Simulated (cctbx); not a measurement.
**Symmetry from intensities**

Cell: a = 5.6780 Å, b = 5.7630 Å, c = 7.9260 Å, α = 90.00°, β = 95.45°, γ = 90.00°. Expected content of the cell: Pt4 Mn18.

The data are simulated with cctbx, not measured: synchrotron X-rays, λ = 0.6889 Å, to d = 0.77 Å, 80 % of the full sphere, strongest reflection 5000 counts, noise from counting, a 2 % proportional error and a noise floor of 2 counts (s.d.); no absorption, some extinction.

A first pass over the reflections prints:

```text
1927 reflections to d = 0.770 A
centring   violations  <I/sigma> of those
    A        720 of   967     12.3
    B        766 of   957     12.8
    C        804 of   978     13.2
    I        745 of   956     12.7
    R        987 of  1271     12.9
    F       1145 of  1451     12.8
Laue class    unique    Rint  (classes that these axes allow; Friedel mates merged)
P -1             1151   0.027
P 1 2/m 1         658   0.030
space group    extra absences  I>4sigma  <I/sigma>
P 1 2 1                 0          0         -  acentric
P 1 21 1                7          0       0.0  acentric
P 1 m 1                 0          0         -  acentric
P 1 c 1               105          0       0.1  acentric
P 1 2/m 1               0          0         -  centric
P 1 21/m 1              7          0       0.0  centric
P 1 2/c 1             105          0       0.1  centric
P 1 21/c 1            112          0       0.1  centric
Wilson B = 1.20 A^2   <|E^2-1|> = 0.903 (0.968 centric, 0.736 acentric)   E^2>4: 2.9 %
shell (A)         n   <I/sigma>
 7.89 - 1.54     91     25.8
 1.54 - 1.22     83     22.1
 1.22 - 1.07     81     19.8
 1.07 - 0.97     77     23.6
 0.97 - 0.90     78     16.8
 0.90 - 0.85     82     16.0
 0.85 - 0.81     80     15.3
 0.81 - 0.77     86     14.7
```

**Question.** What are the lattice type, the Laue class and the likely space group?

Every centring test has many violations, so the lattice is primitive.

Rint stays low (0.027 to 0.030) up to P 1 2/m 1, the highest class in these axes.

8 settings pass the absence test. The most absences obeyed, 112, belong to P 1 21/c 1 alone.

⟨|E²−1|⟩ = 0.903 leans to a centrosymmetric structure. The Wilson B of 1.20 Å² means U ≈ 0.0152 Å².

The true group is P2_1/c (no. 14), Laue class 2/m, centrosymmetric. The tables fix it.

This is a model crystal, built by substitution and not relaxed, with assumed displacement parameters.

[Logs are printed without paths, hosts, clocks, repeated set-up lines and the standing remarks that a program may print on its own settings, such as how far it seeks lower states.]
